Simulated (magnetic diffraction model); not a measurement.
# Which magnetic order? Tm2InRu2

Space group P4/mbm (no. 127), a = 7.7340 Å, c = 3.4950 Å.

```
site  atom       x       y    z
  4h    Tm  0.6769  0.1769  1/2
  2a    In     1/2     1/2    0
  4g    Ru  0.6285  0.8715    0
```

The compound is invented for this exercise: a known structure type with other elements, its cell scaled to their sizes and not relaxed.

Only Tm is taken to order (form factors of Tm3+); orders and moment sizes are assumed, and not adapted to the symmetry. Radiation: neutrons of λ = 2.567 Å, 3° to 90°; isotropic B of 0.43 Å² (Tm), 0.51 Å² (In) and 0.37 Å² (Ru). Simulated constant-wavelength pattern: nuclear and magnetic terms add, the magnetic one as |2.695 fm × Σ f S⊥ exp(2πi Q·r) exp(−B s²)|², summed over all Q at one angle with the factor 1/(sin²θ cos θ). For a modulated order the moment at position r is S exp(−2πi k·r) + c.c., with S = m/2 for a sine wave of amplitude m and S = m(u + iv)/2 for moments turning in a plane, u and v being orthogonal unit vectors in it; the phase factor of the sum at Q = H + k is then exp(2πi H·r). Free-ion form factors, Sears's scattering lengths of 1992, no absorption; a label names one of the reflections at its angle. The strongest nuclear line in the range is 100, and lines under 0.2 are left out.

Above the ordering temperature:

```tsv
2θ (°)	index	I
27.15	(1 1 0)	8.1
38.77	(2 0 0)	3.7
43.09	(0 0 1)	0.9
55.99	(2 2 0)	6.3
59.34	(2 0 1)	19.3
62.94	(2 1 1)	100.0
63.31	(3 1 0)	37.2
73.50	(3 2 0)	12.8
79.66	(3 1 1)	4.8
83.18	(4 0 0)	8.0
86.35	(4 1 0)	10.4
89.19	(3 2 1)	8.0
89.51	(3 3 0)	12.1
```

Below it (cell unchanged):

```csv
2θ (°),I
4.76,2535.0
23.95,5.2
27.15,8.1
30.81,3.7
33.77,18.0
38.77,3.7
39.08,45.9
41.52,18.3
43.09,0.9
43.38,29.7
43.85,10.6
46.08,16.8
48.24,21.9
49.89,1.9
52.34,3.9
53.91,1.8
55.84,8.9
55.99,6.3
58.11,5.7
59.34,19.3
59.57,32.2
59.95,3.2
61.38,15.5
61.75,2.9
62.94,100.0
63.16,7.6
63.31,37.2
64.92,15.0
65.28,2.8
66.65,18.1
68.71,4.6
70.05,3.8
70.39,0.3
73.50,12.8
75.01,5.8
76.64,3.5
```
(The table stops after 36 lines; 16 more lie at higher angle.)

**Question.** Check that the new lines index with k = (0 1/4 0), then choose among these models:
A. moments turning in the plane of [100] and [001], 6.4 μB on Tm; signs + at (0.6769, 0.1769, 1/2), + at (0.1769, 0.3231, 1/2), + at (0.8231, 0.6769, 1/2), + at (0.3231, 0.8231, 1/2)
B. a sine wave with moments along [001] (amplitudes given), 6.4 μB on Tm; signs + at (0.6769, 0.1769, 1/2), + at (0.1769, 0.3231, 1/2), + at (0.8231, 0.6769, 1/2), + at (0.3231, 0.8231, 1/2)
C. moments turning in the plane of [100] and [010], 6.4 μB on Tm; signs + at (0.6769, 0.1769, 1/2), + at (0.1769, 0.3231, 1/2), + at (0.8231, 0.6769, 1/2), + at (0.3231, 0.8231, 1/2)
D. moments turning in the plane of [010] and [001], 6.4 μB on Tm; signs + at (0.6769, 0.1769, 1/2), + at (0.1769, 0.3231, 1/2), + at (0.8231, 0.6769, 1/2), + at (0.3231, 0.8231, 1/2)

The new lines index as (0 1/4 0) at 4.76°, (1 3/4 0) at 23.95°, (1 5/4 0) at 30.81° and (0 7/4 0) at 33.77°, that is as H ± k with k = (0 1/4 0), one of 2 inequivalent arms of its star (k and −k counted as one), which a powder can't tell apart. Satellites come in pairs about each point of the reciprocal lattice.

Magnetic intensity, observed (below minus above) and for each model:

| 2θ (°) | index | observed | A | B | C | D |
| --- | --- | --- | --- | --- | --- | --- |
| 4.76 | (0 1/4 0) | 2535.0 | 2535.0 | 1267.5 | 1267.5 | 1267.5 |
| 39.08 | (2 1/4 0) | 45.9 | 45.9 | 31.8 | 31.8 | 49.5 |
| 41.52 | (2 3/4 0) | 18.3 | 18.3 | 16.3 | 16.3 | 30.5 |
| 43.38 | (0 1/4 1) | 29.7 | 29.7 | 0.4 | 58.2 | 29.3 |
| 59.57 | (2 1/4 1) | 32.2 | 32.2 | 12.2 | 41.5 | 33.6 |
| 61.38 | (2 3/4 1) | 15.5 | 15.5 | 7.1 | 22.2 | 20.8 |
| 64.92 | (2 5/4 1) | 15.0 | 15.0 | 7.0 | 19.2 | 18.1 |
| 66.65 | (1 9/4 1) | 18.1 | 18.1 | 6.9 | 18.0 | 13.6 |

Model A matches.

The structure used: k = (0 1/4 0), moments turning in the plane of [100] and [001], 6.4 μB on Tm; signs + at (0.6769, 0.1769, 1/2), + at (0.1769, 0.3231, 1/2), + at (0.8231, 0.6769, 1/2), + at (0.3231, 0.8231, 1/2).

[Logs are printed without paths, hosts, clocks, repeated set-up lines and the standing remarks that a program may print on its own settings, such as how far it seeks lower states.]
